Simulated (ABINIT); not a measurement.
# Converging GW for TiO2 (Rutile) in ABINIT

What does each rung of G0W0 on TiO2 (Rutile) cost, and what does it buy?

Program: ABINIT 10.8.3. Level of theory: PBE and many-body steps on it, plane waves. Results are calculated unless marked as measured.

**1. The structure**

It takes space group P4_2/mnm (No. 136, tetragonal). Conventional cell: a = 4.592 Å, b = 4.592 Å, c = 2.957 Å, α = 90.00°, β = 90.00°, γ = 90.00°. Nearest to Ti lie 6 O at 1.95 to 1.98 Å. Nearest to O lie 3 Ti at 1.95 to 1.98 Å. Farther neighbours and most contacts between anions are not listed.

As a file:

```cif
data_structure
_symmetry_space_group_name_H-M 'P 1'
_symmetry_Int_Tables_number 1
_cell_length_a 4.5922
_cell_length_b 4.5922
_cell_length_c 2.9574
_cell_angle_alpha 90.000
_cell_angle_beta 90.000
_cell_angle_gamma 90.000
_cell_volume 62.37
loop_
_atom_site_label
_atom_site_type_symbol
_atom_site_fract_x
_atom_site_fract_y
_atom_site_fract_z
_atom_site_occupancy
Ti1 Ti 0.00000 0.00000 0.00000 1
Ti2 Ti 0.50000 0.50000 0.50000 1
O3 O 0.30496 0.30496 0.00000 1
O4 O 0.19504 0.80496 0.50000 1
O5 O 0.69504 0.69504 0.00000 1
O6 O 0.80496 0.19504 0.50000 1
```

The cell and positions come from the Crystallography Open Database and are kept as given unless a step says otherwise.

**2. Empty states on the mesh, 2×2×4 mesh, 494 bands**

This step: ABINIT 10.8.3; DFT, PBE, plane waves, norm-conserving pseudopotentials.

The sums over transitions need many empty states on a uniform mesh; this step solves for them.

The input, run.abi:

```
acell 3*1.0 Angstrom
rprim 
  4.592200000000 0.000000000000 0.000000000000
  0.000000000000 4.592200000000 0.000000000000
  0.000000000000 0.000000000000 2.957400000000
ntypat 2
znucl 22 8
natom 6
typat 1 1 2 2 2 2
xred 
  0.000000000000 0.000000000000 0.000000000000
  0.500000000000 0.500000000000 0.500000000000
  0.304960000000 0.304960000000 0.000000000000
  0.195040000000 0.804960000000 0.500000000000
  0.695040000000 0.695040000000 0.000000000000
  0.804960000000 0.195040000000 0.500000000000
pp_dirpath "pseudos"
pseudos "Ti.upf, O.upf"
ecut 38
ngkpt 2 2 4
nshiftk 1
shiftk 0 0 0
kptopt 1
chksymbreak 0
irdden 1
istwfk *1
nband 494
prtvol 0
optdriver 6
gwr_task "HDIAGO"
paral_kgb 0
occopt 1
indata_prefix "in"
outdata_prefix "out"
tmpdata_prefix "tmp"
```

Command:

```sh
$ OMP_NUM_THREADS=1 mpirun -n 8 abinit run.abi > log
```

The program printed:

```text
.Version 10.8.3 of ABINIT. v10.8.2 released Aug 2026.

 Symmetries : space group P4_2/m n m (#136); Bravais tP (primitive tetrag.)
[... echo of the input left out ...]
== DATASET  1 ==================================================================
-   mpi_nproc: 8, omp_nthreads: 1 (-1 if OMP is not activated)

--- !DatasetInfo
iteration_state: {dtset: 1, }
dimensions: {natom: 6, nkpt: 9, mband: 494, nsppol: 1, nspinor: 1, nspden: 1, mpw: 4748, }
cutoff_energies: {ecut:  38.0, pawecutdg:  -1.0, }
[...]
Direct band gap semiconductor
 Fundamental gap:     1.917 (eV)
   VBM:     5.660 (eV) at k: [ 0.0000E+00,  0.0000E+00,  0.0000E+00]
   CBM:     7.576 (eV) at k: [ 0.0000E+00,  0.0000E+00,  0.0000E+00]
 Direct gap:         1.917 (eV) at k: [ 0.0000E+00,  0.0000E+00,  0.0000E+00]

== END DATASET(S) ==============================================================
================================================================================

 -outvars: echo values of variables after computation  --------
           etotal      0.0000000000E+00
            nband         494
             nkpt           9
          spgroup         136
 [... the other variables as echoed above ...]

 Calculation completed.
```

It took 2.4 min on 8 MPI ranks of Arm Neoverse V2, shared host; peak memory 10 GiB; 19 min of CPU time.

Numbers from this step:

```
gap                                                           : 1.917 eV
k of the valence top                                          : 0, 0, 0
k of the conduction bottom                                    : 0, 0, 0
least direct gap                                              : 1.917 eV
k points computed                                             : 9
lowest point of the top converged band, above the valence top : 205.8604 eV
```

On this mesh the gap is 1.917 eV.

The density comes from a self-consistent run that is not shown.

**3. Screening, 2×2×4 mesh, 115 bands, screening to 93.3 eV**

The RPA dielectric matrix is built and inverted for each q.

This step: RPA screening on PBE, plane waves, norm-conserving pseudopotentials.

run.abi: that of step 2 with these lines changed.

```diff
@@ -24,10 +24,11 @@
 chksymbreak 0
-irdden 1
 istwfk *1
-nband 494
-prtvol 0
-optdriver 6
-gwr_task "HDIAGO"
-paral_kgb 0
 occopt 1
+irdwfk 1
+optdriver 3
+nband 115
+ecuteps 3.43
+inclvkb 2
+awtr 1
+symchi 1
 indata_prefix "in"
```

The program printed:

```text
.Version 10.8.3 of ABINIT. v10.8.2 released Aug 2026.

 Symmetries : space group P4_2/m n m (#136); Bravais tP (primitive tetrag.)
[... echo of the input left out ...]
== DATASET  1 ==================================================================
-   mpi_nproc: 8, omp_nthreads: 1 (-1 if OMP is not activated)

--- !DatasetInfo
iteration_state: {dtset: 1, }
dimensions: {natom: 6, nkpt: 9, mband: 115, nsppol: 1, nspinor: 1, nspden: 1, mpw: 4748, }
cutoff_energies: {ecut:  38.0, pawecutdg:  -1.0, }
electrons: {nelect:   4.80000000E+01, charge:   0.00000000E+00, occopt:   1.00000000E+00, tsmear:   1.00000000E-02, }

 SCREENING: Calculation of the susceptibility and dielectric matrices

 Based on a program developped by R.W. Godby, V. Olevano, G. Onida, and L. Reining.
 Incorporated in ABINIT by V. Olevano, G.-M. Rignanese, and M. Torrent.
.Using double precision arithmetic ; gwpc =  8

[... cell and pseudopotentials left out ...]
--------------------------------------------------------------------------------

 ==== K-mesh for the wavefunctions ====
 Number of points in the irreducible wedge :     9
[... list of points left out ...]
 Together with 16 symmetry operations and time-reversal symmetry
 yields    16 points in the full Brillouin Zone.

 ==== Q-mesh for the screening function ====
 Number of points in the irreducible wedge :     9
[... list of points left out ...]
 Together with 16 symmetry operations and time-reversal symmetry
 yields    16 points in the full Brillouin Zone.

 setmesh: FFT mesh size selected  =    32x   32x   24
          total number of points  =        24576

 vcoul_init : cutoff-mode = AUXILIARY_FUNCTION
 q-points for optical limit:   1
     1)      0.000010    0.000020    0.000030

- screening: taking advantage of time-reversal symmetry
- Maximum band index for partially occupied states nbvw = 24
- Remaining bands to be divided among processors   nbcw = 91
- Number of bands treated by each node ~11

 Number of electrons calculated from density =   48.0000; Expected =   48.0000
 average of density, n =  0.114049
 r_s =    1.2792
 omega_plasma =   32.5763 [eV]

 calculating chi0 at frequencies [eV] :
  1    0.000000E+00    0.000000E+00
  2    0.000000E+00    3.257632E+01

--------------------------------------------------------------------------------
  q-point number  1        q = ( 0.000000, 0.000000, 0.000000) [r.l.u.]
--------------------------------------------------------------------------------
[... chi0 elements left out ...]
 For q-point:  0.000010 0.000020 0.000030
  dielectric constant =   9.0140
  dielectric constant without local fields =   9.3288

  Average fulfillment of the sum rule on Im[epsilon] for q-point    1 :     58.22  [%]
[... wings left out ...]
  q-point number  2        q = ( 0.500000, 0.000000, 0.000000) [r.l.u.]
--------------------------------------------------------------------------------
[... chi0 elements left out ...]
  Average fulfillment of the sum rule on Im[epsilon] for q-point    2 :     65.68  [%]

 [... 7 further q-points ...]
```

The job ended after 23 s (8 MPI ranks; peak memory 1.9 GiB).

This step gave:

| Property | Result |
| --- | --- |
| ε∞ with local fields, on this mesh, along the program's q direction | 9.014 |
| the same without local fields | 9.329 |
| plasma frequency | 32.58 eV |
| plane waves in the screening matrix | 137 |

Local fields lower ε∞ by 3 %. On a Γ-centred mesh this coarse the value itself is usually too large, while a short band sum pulls it down.

**4. 115 bands, 93.3 eV**

The self-energy is evaluated for the states that the input lists, and the levels follow from it, in one-shot runs by the linearised quasiparticle equation.

This step: G0W0 on PBE, plane waves, norm-conserving pseudopotentials.

run.abi: that of step 3 with these lines changed.

```diff
@@ -27,8 +27,25 @@
 irdwfk 1
-optdriver 3
+optdriver 4
 nband 115
+gwcalctyp 0
+ecutsigx 38
+symsigma 1
+nkptgw 6
+kptgw 
+  0.0000000000 0.0000000000 0.0000000000
+  0.5000000000 0.0000000000 0.0000000000
+  0.5000000000 0.5000000000 0.0000000000
+  0.0000000000 0.0000000000 0.5000000000
+  0.5000000000 0.0000000000 0.5000000000
+  0.5000000000 0.5000000000 0.5000000000
+bdgw 
+  22 26
+  23 26
+  23 26
+  23 26
+  23 26
+  23 26
 ecuteps 3.43
-inclvkb 2
-awtr 1
-symchi 1
+irdscr 1
+ppmodel 1
 indata_prefix "in"
```

The program printed:

```text
.Version 10.8.3 of ABINIT. v10.8.2 released Aug 2026.

 Symmetries : space group P4_2/m n m (#136); Bravais tP (primitive tetrag.)
[... echo of the input left out ...]
== DATASET  1 ==================================================================
-   mpi_nproc: 8, omp_nthreads: 1 (-1 if OMP is not activated)

--- !DatasetInfo
iteration_state: {dtset: 1, }
dimensions: {natom: 6, nkpt: 9, mband: 115, nsppol: 1, nspinor: 1, nspden: 1, mpw: 4748, }
cutoff_energies: {ecut:  38.0, pawecutdg:  -1.0, }
electrons: {nelect:   4.80000000E+01, charge:   0.00000000E+00, occopt:   1.00000000E+00, tsmear:   1.00000000E-02, }

 SIGMA: Calculation of the GW corrections

 Based on a program developped by R.W. Godby, V. Olevano, G. Onida, and L. Reining.
 Incorporated in ABINIT by V. Olevano, G.-M. Rignanese, and M. Torrent.
.Using double precision arithmetic ; gwpc =  8

[... cell and pseudopotentials left out ...]
--------------------------------------------------------------------------------

 ==== K-mesh for the wavefunctions ====
 Number of points in the irreducible wedge :     9
[... list of points left out ...]
 Together with 16 symmetry operations and time-reversal symmetry
 yields    16 points in the full Brillouin Zone.

 ==== Q-mesh for screening function ====
 Number of points in the irreducible wedge :     9
[... list of points left out ...]
 Together with 16 symmetry operations and time-reversal symmetry
 yields    16 points in the full Brillouin Zone.

 vcoul_init : cutoff-mode = AUXILIARY_FUNCTION
 q-points for optical limit:   1
     1)      0.000010    0.000020    0.000030
 setmesh: FFT mesh size selected  =    50x   50x   32
          total number of points  =        80000

 Number of electrons calculated from density =   48.0000; Expected =   48.0000
 average of density, n =  0.114049
 r_s =    1.2792
 omega_plasma =   32.5763 [eV]

 === KS Band Gaps ===
  >>>> For spin  1
   Minimum direct gap =   1.9166 [eV], located at k-point      :   0.0000  0.0000  0.0000
   Fundamental gap    =   1.9166 [eV], Top of valence bands at :   0.0000  0.0000  0.0000
                                       Bottom of conduction at :   0.0000  0.0000  0.0000
 SIGMA fundamental parameters:
 PLASMON POLE MODEL  1
 number of plane-waves for SigmaX                 4679
 number of plane-waves for SigmaC and W            137
 number of plane-waves for wavefunctions          4679
 number of bands                                   115
 number of independent spin polarizations            1
 number of spinorial components                      1
 number of k-points in IBZ                           9
 number of q-points in IBZ                           9
 number of symmetry operations                      16
 number of k-points in BZ                           16
 number of q-points in BZ                           16
 number of frequencies for dSigma/dE                 9
 frequency step for dSigma/dE [eV]                0.25
 number of omega for Sigma on real axis              0
 max omega for Sigma on real axis  [eV]           0.00
 zcut for avoiding poles [eV]                     0.10

 EPSILON^-1 parameters (SCR file):
 dimension of the eps^-1 matrix on file            137
 dimension of the eps^-1 matrix used               137
 number of plane-waves for wavefunctions          4679
 number of bands                                   115
 number of q-points in IBZ                           9
 number of frequencies                               2
 number of real frequencies                          1
 number of imag frequencies                          1

 matrix elements of self-energy operator (all in [eV])

 Perturbative Calculation

--- !SelfEnergy_ee
iteration_state: {dtset: 1, }
kpoint     : [   0.000,    0.000,    0.000, ]
spin       : 1
KS_gap     :    1.917
QP_gap     :    3.314
Delta_QP_KS:    1.397
data: !SigmaeeData |
     Band     E0 <VxcDFT>   SigX SigC(E0)      Z dSigC/dE  Sig(E)    E-E0       E
       22   5.208 -20.680 -25.200   4.936   0.775  -0.290 -20.358   0.322   5.530
       23   5.208 -20.680 -25.200   4.936   0.775  -0.290 -20.358   0.322   5.530
       24   5.660 -20.454 -24.998   5.001   0.770  -0.300 -20.103   0.352   6.012
       25   7.576 -20.141 -11.955  -5.943   0.780  -0.282 -18.392   1.749   9.325
       26   7.879 -19.770 -11.944  -5.733   0.780  -0.281 -18.137   1.633   9.512

--- !SelfEnergy_ee
iteration_state: {dtset: 1, }
kpoint     : [   0.500,    0.000,    0.000, ]
spin       : 1
KS_gap     :    3.328
QP_gap     :    4.846
Delta_QP_KS:    1.518
data: !SigmaeeData |
     Band     E0 <VxcDFT>   SigX SigC(E0)      Z dSigC/dE  Sig(E)    E-E0       E
       23   4.918 -19.686 -24.521   5.103   0.770  -0.299 -19.479   0.206   5.124
[...]
--- !SelfEnergy_ee
iteration_state: {dtset: 1, }
kpoint     : [   0.500,    0.500,    0.000, ]
spin       : 1
KS_gap     :    3.020
QP_gap     :    4.527
Delta_QP_KS:    1.507
data: !SigmaeeData |
     Band     E0 <VxcDFT>   SigX SigC(E0)      Z dSigC/dE  Sig(E)    E-E0       E
[...]
--- !SelfEnergy_ee
iteration_state: {dtset: 1, }
kpoint     : [   0.000,    0.000,    0.500, ]
spin       : 1
KS_gap     :    4.431
QP_gap     :    6.081
Delta_QP_KS:    1.650
data: !SigmaeeData |
     Band     E0 <VxcDFT>   SigX SigC(E0)      Z dSigC/dE  Sig(E)    E-E0       E
[...]
--- !SelfEnergy_ee
iteration_state: {dtset: 1, }
kpoint     : [   0.500,    0.000,    0.500, ]
spin       : 1
KS_gap     :    2.985
QP_gap     :    4.459
Delta_QP_KS:    1.474
data: !SigmaeeData |
     Band     E0 <VxcDFT>   SigX SigC(E0)      Z dSigC/dE  Sig(E)    E-E0       E
[...]
--- !SelfEnergy_ee
iteration_state: {dtset: 1, }
kpoint     : [   0.500,    0.500,    0.500, ]
spin       : 1
KS_gap     :    3.309
QP_gap     :    4.757
Delta_QP_KS:    1.447
data: !SigmaeeData |
     Band     E0 <VxcDFT>   SigX SigC(E0)      Z dSigC/dE  Sig(E)    E-E0       E
[...]
24   4.983 -20.397 -25.125   5.059   0.773  -0.294 -20.141   0.256   5.239
       25   8.293 -20.396 -12.466  -5.738   0.777  -0.287 -18.693   1.704   9.996
       26   8.293 -20.396 -12.466  -5.738   0.777  -0.287 -18.693   1.704   9.996

== END DATASET(S) ==============================================================
================================================================================

 -outvars: echo values of variables after computation  --------
           etotal      0.0000000000E+00
            nband         115
             nkpt           9
          spgroup         136
 [... the other variables as echoed above ...]

 Calculation completed.
```

It took 6.7 s on 8 MPI ranks; peak memory 1.2 GiB; 52 s of CPU time.

This step gave:

| Property | Result |
| --- | --- |
| G0W0 gap on the mesh | 3.242 eV |
| starting gap on the mesh | 1.917 eV |
| k of the valence top | 0, 0, 0 |
| k of the conduction bottom | 0.5, 0, 0.5 |
| Z at the valence top | 0.77 |
| Z at the conduction bottom | 0.78 |
| least direct G0W0 gap on the computed points | 3.313 eV |

The gap on the mesh goes from 1.92 eV to 3.24 eV, a correction of +1.33 eV.

**5. Screening, 2×2×4 mesh, 163 bands, screening to 123.5 eV**

This step: RPA screening on PBE, plane waves, norm-conserving pseudopotentials.

run.abi: that of step 4 with these lines changed.

```diff
@@ -27,25 +27,8 @@
 irdwfk 1
-optdriver 4
-nband 115
-gwcalctyp 0
-ecutsigx 38
-symsigma 1
-nkptgw 6
-kptgw 
-  0.0000000000 0.0000000000 0.0000000000
-  0.5000000000 0.0000000000 0.0000000000
-  0.5000000000 0.5000000000 0.0000000000
-  0.0000000000 0.0000000000 0.5000000000
-  0.5000000000 0.0000000000 0.5000000000
-  0.5000000000 0.5000000000 0.5000000000
-bdgw 
-  22 26
-  23 26
-  23 26
-  23 26
-  23 26
-  23 26
-ecuteps 3.43
-irdscr 1
-ppmodel 1
+optdriver 3
+nband 163
+ecuteps 4.54
+inclvkb 2
+awtr 1
+symchi 1
 indata_prefix "in"
```

The program printed:

```text
.Version 10.8.3 of ABINIT. v10.8.2 released Aug 2026.

 Symmetries : space group P4_2/m n m (#136); Bravais tP (primitive tetrag.)
[... echo of the input left out ...]
== DATASET  1 ==================================================================
-   mpi_nproc: 8, omp_nthreads: 1 (-1 if OMP is not activated)

--- !DatasetInfo
iteration_state: {dtset: 1, }
dimensions: {natom: 6, nkpt: 9, mband: 163, nsppol: 1, nspinor: 1, nspden: 1, mpw: 4748, }
cutoff_energies: {ecut:  38.0, pawecutdg:  -1.0, }
electrons: {nelect:   4.80000000E+01, charge:   0.00000000E+00, occopt:   1.00000000E+00, tsmear:   1.00000000E-02, }

 SCREENING: Calculation of the susceptibility and dielectric matrices

 Based on a program developped by R.W. Godby, V. Olevano, G. Onida, and L. Reining.
 Incorporated in ABINIT by V. Olevano, G.-M. Rignanese, and M. Torrent.
.Using double precision arithmetic ; gwpc =  8

[... cell and pseudopotentials left out ...]
--------------------------------------------------------------------------------

 ==== K-mesh for the wavefunctions ====
 Number of points in the irreducible wedge :     9
[... list of points left out ...]
 Together with 16 symmetry operations and time-reversal symmetry
 yields    16 points in the full Brillouin Zone.

 ==== Q-mesh for the screening function ====
 Number of points in the irreducible wedge :     9
[... list of points left out ...]
 Together with 16 symmetry operations and time-reversal symmetry
 yields    16 points in the full Brillouin Zone.

 setmesh: FFT mesh size selected  =    36x   36x   24
          total number of points  =        31104

 vcoul_init : cutoff-mode = AUXILIARY_FUNCTION
 q-points for optical limit:   1
     1)      0.000010    0.000020    0.000030

- screening: taking advantage of time-reversal symmetry
- Maximum band index for partially occupied states nbvw = 24
- Remaining bands to be divided among processors   nbcw = 139
- Number of bands treated by each node ~17

 Number of electrons calculated from density =   48.0000; Expected =   48.0000
 average of density, n =  0.114049
 r_s =    1.2792
 omega_plasma =   32.5763 [eV]

 calculating chi0 at frequencies [eV] :
  1    0.000000E+00    0.000000E+00
  2    0.000000E+00    3.257632E+01

--------------------------------------------------------------------------------
  q-point number  1        q = ( 0.000000, 0.000000, 0.000000) [r.l.u.]
--------------------------------------------------------------------------------
[... chi0 elements left out ...]
 For q-point:  0.000010 0.000020 0.000030
  dielectric constant =   8.9207
  dielectric constant without local fields =   9.3380

  Average fulfillment of the sum rule on Im[epsilon] for q-point    1 :     67.59  [%]
[... wings left out ...]
  q-point number  2        q = ( 0.500000, 0.000000, 0.000000) [r.l.u.]
--------------------------------------------------------------------------------
[... chi0 elements left out ...]
  Average fulfillment of the sum rule on Im[epsilon] for q-point    2 :     73.40  [%]

 [... 7 further q-points ...]
```

Run time: 36 s. Hardware: 8 MPI ranks; peak memory 2.4 GiB; 4.8 min of CPU time.

Numbers from this step:

```
ε∞ with local fields, on this mesh, along the program's q direction : 8.921
the same without local fields                                       : 9.338
plasma frequency                                                    : 32.58 eV
plane waves in the screening matrix                                 : 189
```

(Part 1 of 2 ends here.)

[Paths, hosts, dates, memory and timing lines, banners, echoed tables and standing remarks are left out of the program output.]

[Logs are printed without paths, hosts, clocks, repeated set-up lines and the standing remarks that a program may print on its own settings, such as how far it seeks lower states.]

[Runs of the session that timed out or met a known fault of the program may be left out.]

[Hosts, paths, dates, database ids (printed as entryN), source tags and the programs' standing remarks are cut or masked in the printed files.]

[G0W0 gaps are taken among the corrected bands and points alone; a level outside them can change the order at an edge.]

[Where Ansatz stands beside ABINIT at settings called matched, ABINIT's density can come from a denser mesh and the files from another edition; pairs whose starting gaps differed by over 0.03 eV were left out, so agreement reads better than it is.]
